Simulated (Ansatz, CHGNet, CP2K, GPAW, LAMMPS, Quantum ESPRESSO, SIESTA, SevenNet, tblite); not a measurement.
**Other levels on aqueous Cs+ and SO4 2-, 1.7 mol of salt per kg of water at 360 K (106 atoms)**

Density of this cell: 1.46 g/cm³. The cell holds 106 atoms: 37 O, 1 S, 66 H and 2 Cs. Its edges and angles: a = 10.287 Å, b = 10.287 Å, c = 10.287 Å, α = 90.0°, β = 90.0°, γ = 90.0°. 33 H2O, 2 Cs+, 1 SO4 2- placed at random, at 1.46 g/cm³; overlaps pushed apart, then 10 ps at 420 K with Joung-Cheatham ions (J. Phys. Chem. B 112, 9020 (2008)); MMFF94 bonds, angles, torsions, charges and radii (Halgren, J. Comput. Chem. 17, 490 (1996)) in harmonic and 12-6 forms; SPC/E water (Berendsen, Grigera and Straatsma, J. Phys. Chem. 91, 6269 (1987)). Snapshot after 20 ps at 360 K and fixed volume.

Geometry: as built.

The reference, a calculation:

```
method                                           : Kohn-Sham DFT, PBE, SSSP efficiency 1.3.0 pseudopotentials, plane waves (Quantum ESPRESSO 7.5); sssp-pbe-1.3.0-efficiency, cutoffs 60/480 Ry, Γ point
r.m.s. force component                           : 0.6778 eV/Å
longest force                                    : 3.947 eV/Å
pressure                                         : 0.31 GPa
gap (highest filled to lowest empty level) : 4.14 eV
time                                             : 2.8 min on 2 MPI ranks of Arm Neoverse V2, shared host
CPU time                                         : 5.6 min
```

Runs, in no order:
A. CP2K PBE, SZV-MOLOPT-SR, 600/50 Ry, TC2 filter 1e-07, SCF 1e-07: Kohn-Sham DFT, PBE, GTH-PBE pseudopotentials, Gaussian and plane waves, SZV-MOLOPT-SR-GTH, linear-scaling purification of the density matrix
B. tblite GFN1-xTB: GFN1-xTB tight binding, diagonalisation
C. CP2K PBE, DZVP-UZH, 600/50 Ry, OT CG: Kohn-Sham DFT, PBE, GTH-PBE pseudopotentials, Gaussian and plane waves, DZVP-MOLOPT (UZH set), orbital transformation
D. SIESTA PBE, DZ, shift 0.01 Ry, mesh 500 Ry: Kohn-Sham DFT, PBE, PseudoDojo 0.4.1 norm-conserving pseudopotentials (converted to PSML), numerical atomic orbitals (DZ), diagonalisation
E. SevenNet l3i5 potential: machine-learned interatomic potential SevenNet l3i5, trained on PBE(+U) plane-wave data

Q: Order them from the smallest to the largest r.m.s. force difference.

E, C, B, D, A.

| run | Δ force, r.m.s. (meV/Å) | share of r.m.s. force (%) | CPU time |
| --- | --- | --- | --- |
| E. SevenNet l3i5 potential | 81.9 | 12.1 | 11 s |
| C. CP2K PBE, DZVP-UZH, 600/50 Ry, OT CG | 126 | 18.5 | 10 min |
| B. tblite GFN1-xTB | 341 | 50.3 | 3.3 s |
| D. SIESTA PBE, DZ, shift 0.01 Ry, mesh 500 Ry | 1372 | 202 | 81 s |
| A. CP2K PBE, SZV-MOLOPT-SR, 600/50 Ry, TC2 filter 1e-07, SCF 1e-07 | 2228 | 329 | 65 s |

Periodic xTB results under one method name differ between programs and library versions. With short bonds to hydrogen, sets of potentials differ among themselves by several per cent in forces even at converged cutoffs, so the reference isn't exact here either. Machine-learned potentials mimic data converged in k, so the reference's own k-point error enters their differences. The network of contacts between molecules at the start is that of the classical potential that made the cell, and needn't be the one that DFT or experiment would give. The electronic-structure runs sample only Γ, in a cell whose shortest periodic width is 10 Å.

[Logs are printed without paths, hosts, clocks, repeated set-up lines and the standing remarks that a program may print on its own settings, such as how far it seeks lower states.]

[Hosts, paths, dates, database ids (printed as entryN), source tags and the programs' standing remarks are cut or masked in the printed files.]

[The MMFF94 radii named for the starting cell were scaled by 0.96; in molecules described by MMFF94, hydrogen bound to N, O or S took a small fixed 12-6 site in their place.]
